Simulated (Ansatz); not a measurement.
Rows from a G0W0 calculation on KCdCO3F (P-6m2) (Ansatz 0.2.0; G0W0 on PBE with a share 0.15 of screened exact exchange (omega 0.2078 1/A), plane waves, PAW; PAW set soft_1; 6×6×6 mesh, 421 empty bands, screening to 150 eV, PAW set soft_1 files), in eV. Spin-orbit coupling is left out.

| row | k | band | start | Σx | Σc at the solution | Vxc |
| --- | --- | --- | --- | --- | --- | --- |
| A | Γ | c1 | 7.122 | -8.329 | -3.639 | -12.749 |
| B | (0.000, 0.000, -0.500) | v1 | 4.232 | -27.109 | 4.184 | -22.087 |
| C | (0.000, 0.000, -0.500) | c1 | 9.440 | -12.174 | -3.604 | -16.902 |
| D | Γ | v1 | 4.227 | -27.097 | 4.184 | -22.074 |
| E | (0.000, 0.000, -0.500) | c2 | 10.534 | -8.175 | -3.974 | -13.342 |
| F | Γ | c2 | 11.309 | -10.902 | -4.087 | -16.512 |

Q: Work out each quasiparticle level and how far it moved.

The quasiparticle equation reads E = start + Σx + Σc(E) − Vxc.

| row | E (eV) | shift (eV) |
| --- | --- | --- |
| A | 7.904 | +0.781 |
| B | 3.394 | −0.838 |
| C | 10.565 | +1.125 |
| D | 3.388 | −0.840 |
| E | 11.726 | +1.193 |
| F | 12.832 | +1.524 |

The gap over the computed points goes from 2.89 eV to 4.51 eV.

Limits: not at the basis limit; d shell near the gap, gap tends to lie low; no spin-orbit coupling.

[Runs of the session that timed out or met a known fault of the program may be left out.]

[Cells called generated may have been cut or substituted from an entry of the Crystallography Open Database or the Materials Project.]

[Hosts, paths, dates, database ids (printed as entryN), source tags and the programs' standing remarks are cut or masked in the printed files.]
